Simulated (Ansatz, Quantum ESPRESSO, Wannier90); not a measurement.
# Ballistic channels from Wannier functions: straight Na chain, spacing 3.07 Å, part 4 of 5

Wanted: localised orbitals and the quantum conductance of this wire: straight Na chain, spacing 3.07 Å.

Quantum ESPRESSO 7.5 and Wannier90 3.1.0; plane-wave DFT, LDA, GBRV ultrasoft pseudopotentials; cross-check by Ansatz 0.2.0 with PAW datasets.

So far. Step 2 (Self-consistent run): The run needed 9 iterations to bring the estimated error under 1e-07 Ry. Step 6 (Wannier functions and transport): Bands and channels are those of the Wannier model: bands that were not projected, and all outside the frozen window, are missing or only approximate.

## Step 9: Wannier functions and transport, with dis_froz_max − E_F = 0.0

Level of this step: maximally localised Wannier functions and ballistic conductance; plane-wave DFT, LDA, GBRV ultrasoft pseudopotentials (Wannier90).

A sensitivity test on the input.

wan_w.win

```
num_wann = 1
num_bands = 11
num_iter = 200
num_print_cycles = 20
conv_tol = 1e-8
conv_window = 5
guiding_centres = true
dis_num_iter = 1500
dis_conv_tol = 1e-8
dis_win_min = -13.3337
dis_win_max = 6.6663
dis_froz_max = -2.3337
search_shells = 120
fermi_energy = -2.3337

transport = true
transport_mode = bulk
one_dim_axis = z
dist_cutoff = 18.31
dist_cutoff_mode = one_dim
tran_win_min = -4.0
tran_win_max = 2.0
tran_energy_step = 0.02

bands_plot = true
bands_num_points = 96
begin kpoint_path
G 0.0 0.0 0.0 Z 0.0 0.0 0.5
end kpoint_path

begin projections
Na:s
end projections

begin unit_cell_cart
ang
  8.0000000000 0.0000000000 0.0000000000
  0.0000000000 8.0000000000 0.0000000000
  0.0000000000 0.0000000000 3.0690000000
end unit_cell_cart

begin atoms_frac
  Na 0.0000000000 0.0000000000 0.0000000000
end atoms_frac

mp_grid = 1 1 12
begin kpoints
  0.0 0.0 0.0000000000
  0.0 0.0 0.0833333333
  0.0 0.0 0.1666666667
  0.0 0.0 0.2500000000
  0.0 0.0 0.3333333333
  0.0 0.0 0.4166666667
  0.0 0.0 0.5000000000
  0.0 0.0 0.5833333333
  0.0 0.0 0.6666666667
  0.0 0.0 0.7500000000
  0.0 0.0 0.8333333333
  0.0 0.0 0.9166666667
end kpoints
```

The run is started by

```sh
OMP_NUM_THREADS=1 wannier90.x wan_w > wan_w.run.log
```

The log of the run:

```text
[banner, memory and clock lines left out]
+---------------------------------------------------+
             |                                                   |
             |                   WANNIER90                       |
             |                                                   |
             +---------------------------------------------------+
             |                                                   |
             |        Welcome to the Maximally-Localized         |
             |        Generalized Wannier Functions code         |
             |                             |
             |                                                   |
             |                                                   |
             |  Wannier90 Developer Group:                       |
             |    Giovanni Pizzi    (EPFL)                       |
             |    Valerio Vitale    (Cambridge)                  |
             |    David Vanderbilt  (Rutgers University)         |
             |    Nicola Marzari    (EPFL)                       |
             |    Ivo Souza         (Universidad del Pais Vasco) |
             |    Arash A. Mostofi  (Imperial College London)    |
             |    Jonathan R. Yates (University of Oxford)       |
             |                                                   |
             |  For the full list of Wannier90 3.x authors,      |
             |  please check the code documentation and the      |
             |  README on the GitHub page of the code            |
             |                                                   |
             |                                                   |
             |                                                   |
             |  [ref] "Wannier90 as a community code:            |
             |        new features and applications",            |
             |        165902 (2020).                             |
             |            |
             |                                                   |
             |  in any publications arising from the use of      |
             |                                                   |
             |  [ref] "Maximally Localized Generalised Wannier   |
             |         Functions for Composite Energy Bands"     |
             |         N. Marzari and D. Vanderbilt              |
             |         Phys. Rev. B 56 12847 (1997)              |
             |                                                   |
             |  [ref] "Maximally Localized Wannier Functions     |
             |         for Entangled Energy Bands"               |
             |         I. Souza, N. Marzari and D. Vanderbilt    |
             |         Phys. Rev. B 65 035109 (2001)             |
             |                                                   |
             |                                                   |
             | Copyright (c) 1996-2020                           |
             |        The Wannier90 Developer Group and          |
             |        individual contributors                    |
             |                                                   |
             |      Release: 3.1.0        5th March    2020      |
             |                                                   |
             | This program is free software; you can            |
             | redistribute it and/or modify it under the terms  |
             | of the GNU General Public License as published by |
             | the Free Software Foundation; either version 2 of |
             | the License, or (at your option) any later version|
             |                                                   |
             | This program is distributed in the hope that it   |
             | will be useful, but WITHOUT ANY WARRANTY; without |
             | even the implied warranty of MERCHANTABILITY or   |
             | FITNESS FOR A PARTICULAR PURPOSE. See the GNU     |
             | General Public License for more details.          |
             |                                                   |
             | You should have received a copy of the GNU General|
             | Public License along with this program; if not,   |
             | write to the Free Software Foundation, Inc.,      |
             | 675 Mass Ave, Cambridge, MA 02139, USA.           |
             |                                                   |
             +---------------------------------------------------+
[date or host left out]
             +---------------------------------------------------+

 ******************************************************************************
 * -> Using CODATA 2006 constant values                                       *
 *    (                      *
 * -> Using Bohr value from CODATA                                            *
 ******************************************************************************

 Running in serial (with parallel executable)

                                    ------
                                    SYSTEM
                                    ------

                              Lattice Vectors (Ang)
                    a_1     8.000000   0.000000   0.000000
                    a_2     0.000000   8.000000   0.000000
                    a_3     0.000000   0.000000   3.069000

                   Unit Cell Volume:     196.41600  (Ang^3)

                        Reciprocal-Space Vectors (Ang^-1)
                    b_1     0.785398   0.000000   0.000000
                    b_2     0.000000   0.785398   0.000000
                    b_3     0.000000   0.000000   2.047307

 *----------------------------------------------------------------------------*
 |   Site       Fractional Coordinate          Cartesian Coordinate (Ang)     |
 +----------------------------------------------------------------------------+
 | Na   1   0.00000   0.00000   0.00000   |    0.00000   0.00000   0.00000    |
 *----------------------------------------------------------------------------*
                                ------------
                                K-POINT GRID
                                ------------

             Grid size =  1 x  1 x 12      Total points =   12

 *---------------------------------- MAIN ------------------------------------*
 |  Number of Wannier Functions               :                 1             |
 |  Number of Objective Wannier Functions     :                 1             |
 |  Number of input Bloch states              :                11             |
 |  Output verbosity (1=low, 5=high)          :                 1             |
[...]
+----------------------------------------------------------------------------+
 |                              Energy  Windows                               |
 |                              ---------------                               |
 |                   Outer:  -13.33370  to    6.66630  (eV)                   |
 |                   Inner:  -13.33370  to   -2.33370  (eV)                   |
 +----------------------------------------------------------------------------+
   Number of target bands to extract:    1

                   Unitarised projection of Wannier functions
   A_mn = <psi_m|g_n> --> S = A.A^+ --> U = S^-1/2.A
   In dis_project... done
   Using an inner window (linner = T)
   In dis_proj_froz... done

                   Extraction of optimally-connected subspace
 +---------------------------------------------------------------------+<-- DIS
 |  Iter     Omega_I(i-1)      Omega_I(i)      Delta (frac.)    Time   |<-- DIS
 +---------------------------------------------------------------------+<-- DIS
       1       4.59913047       3.93559201       1.686E-01      0.00    <-- DIS
       2       4.04105443       3.78083754       6.883E-02      0.00    <-- DIS
       3       3.88486490       3.69986734       5.000E-02      0.00    <-- DIS
       4       3.77344337       3.65585071       3.217E-02      0.00    <-- DIS
       5       3.70224642       3.63162326       1.945E-02      0.00    <-- DIS
       6       3.65900078       3.61819978       1.128E-02      0.00    <-- DIS
       7       3.63350851       3.61073025       6.308E-03      0.00    <-- DIS
       8       3.61881134       3.60656158       3.397E-03      0.00    <-- DIS
       9       3.61050506       3.60423037       1.741E-03      0.00    <-- DIS
      10       3.60590779       3.60292485       8.279E-04      0.00    <-- DIS
      11       3.60342593       3.60219300       3.423E-04      0.00    <-- DIS
      12       3.60212965       3.60178242       9.640E-05      0.00    <-- DIS
      13       3.60148478       3.60155195      -1.865E-05      0.00    <-- DIS
      14       3.60118907       3.60142252      -6.482E-05      0.00    <-- DIS
      15       3.60107426       3.60134980      -7.651E-05      0.00    <-- DIS
      16       3.60104848       3.60130894      -7.232E-05      0.00    <-- DIS
[...]
35       3.60125583       3.60125641      -1.608E-07      0.00    <-- DIS
      36       3.60125604       3.60125641      -1.030E-07      0.00    <-- DIS
      37       3.60125618       3.60125641      -6.382E-08      0.00    <-- DIS
      38       3.60125627       3.60125641      -3.767E-08      0.00    <-- DIS
      39       3.60125634       3.60125641      -2.049E-08      0.00    <-- DIS
      40       3.60125638       3.60125641      -9.475E-09      0.00    <-- DIS
      41       3.60125640       3.60125641      -2.626E-09      0.00    <-- DIS
      42       3.60125642       3.60125641       1.434E-09      0.00    <-- DIS

             <<<      Delta < 1.000E-08  over  3 iterations     >>>
             <<< Disentanglement convergence criteria satisfied >>>

        Final Omega_I     3.60125641 (Ang^2)

 +----------------------------------------------------------------------------+

 Time to disentangle bands      0.003 (sec)

 Writing checkpoint file wan_w.chk... done

 *------------------------------- WANNIERISE ---------------------------------*
 +--------------------------------------------------------------------+<-- CONV
 | Iter  Delta Spread     RMS Gradient      Spread (Ang^2)      Time  |<-- CONV
 +--------------------------------------------------------------------+<-- CONV

 Initial State
  WF centre and spread    1  ( -0.000000, -0.000000, -0.000002 )     3.60125641
  Sum of centres and spreads ( -0.000000, -0.000000, -0.000002 )     3.60125641

      0     0.360E+01     0.0000000000        3.6012564101       0.00  <-- CONV
        O_D=      0.0000000 O_OD=      0.0000000 O_TOT=      3.6012564 <-- SPRD
 Cycle:      1
  WF centre and spread    1  ( -0.000000, -0.000000, -0.000002 )     3.60125641
  Sum of centres and spreads ( -0.000000, -0.000000, -0.000002 )     3.60125641

      1    -0.653E-11     0.0000086022        3.6012564101       0.00  <-- CONV
        O_D=      0.0000000 O_OD=      0.0000000 O_TOT=      3.6012564 <-- SPRD
 Delta: O_D= -0.6531527E-11 O_OD=  0.0000000E+00 O_TOT= -0.6531220E-11 <-- DLTA

             <<<     Delta < 1.000E-08  over  5 iterations     >>>
             <<< Wannierisation convergence criteria satisfied >>>

 Final State
  WF centre and spread    1  ( -0.000000, -0.000000, -0.000002 )     3.60125641
  Sum of centres and spreads ( -0.000000, -0.000000, -0.000002 )     3.60125641

         Spreads (Ang^2)       Omega I      =     3.601256410
        ================       Omega D      =     0.000000000
                               Omega OD     =     0.000000000
    Final Spread (Ang^2)       Omega Total  =     3.601256410
 Time for wannierise            0.000 (sec)

 Writing checkpoint file wan_w.chk... done

 *---------------------------------------------------------------------------*
 |                               PLOTTING                                    |
 *---------------------------------------------------------------------------*

 Translated centres
    translation centre in fractional coordinate:  0.000000  0.000000  0.000000
  WF centre     1  ( -0.000000, -0.000000, -0.000002 )

 Calculating interpolated band-structure

 Time to calculate interpolated band structure       0.000 (sec)

 Time for plotting              0.003 (sec)

 *---------------------------------------------------------------------------*
 |                              TRANSPORT                                    |
 *---------------------------------------------------------------------------*

 Calculation of Quantum Conductance and DoS: bulk mode

 Maximum imaginary part of the real-space Hamiltonian:     0.000000

     Maximum real part of the real-space Hamiltonian at each lattice point
            Lattice point R           Max |H_ij(R)|
                  -7                     0.000000
                  -6                     0.000000
                  -5                     0.008929
                  -4                     0.006375
                  -3                     0.077038
                  -2                     0.304376
                  -1                     1.049543
                   0                     1.720527
                   1                     1.049543
                   2                     0.304376
                   3                     0.077038
                   4                     0.006375
                   5                     0.008929
                   6                     0.000000
                   7                     0.000000

 Number of unit cells inside the principal layer:     5
 Number of Wannier Functions inside the principal layer:     5

 Calculating quantum conductance and density of states... done

 Time for transport             0.008 (sec)
 Total Execution Time           0.035 (sec)

 *===========================================================================*
 |                             TIMING INFORMATION                            |
 *===========================================================================*
 |    Tag                                                Ncalls      Time (s)|
 |---------------------------------------------------------------------------|
 |kmesh: get                                        :         1         0.011|
 |overlap: allocate                                 :         1         0.000|
 |overlap: read                                     :         1         0.005|
 |dis: main                                         :         1         0.003|
 |wann: main                                        :         1         0.000|
 |plot: main                                        :         1         0.003|
 |tran: main                                        :         1         0.008|
 *---------------------------------------------------------------------------*

 All done: wannier90 exiting
[key lines of the parts left out:]
|  Fermi energy (eV)                         :            -2.334             |
```

Run time: 0.49 s. Hardware: 1 MPI rank of Arm Neoverse V2, shared host; peak memory 0.09 GiB.

The total spread is 3.60 against 4.28 Å². Between −2 and 1.5 eV the channel count differs from the first run's at 1 % of the energies, and at the Fermi level it is 1 against 1.

(Continued in part 5 of 5.)

[Logs are printed without paths, hosts, clocks, repeated set-up lines and the standing remarks that a program may print on its own settings, such as how far it seeks lower states.]

[Hosts, paths, dates, database ids (printed as entryN), source tags and the programs' standing remarks are cut or masked in the printed files.]

[Maps of the electrostatic potential energy from Ansatz leave out the sawtooth potential of an applied field or a dipole correction, so their vacuum need not be flat; planar profiles and work functions include it.]
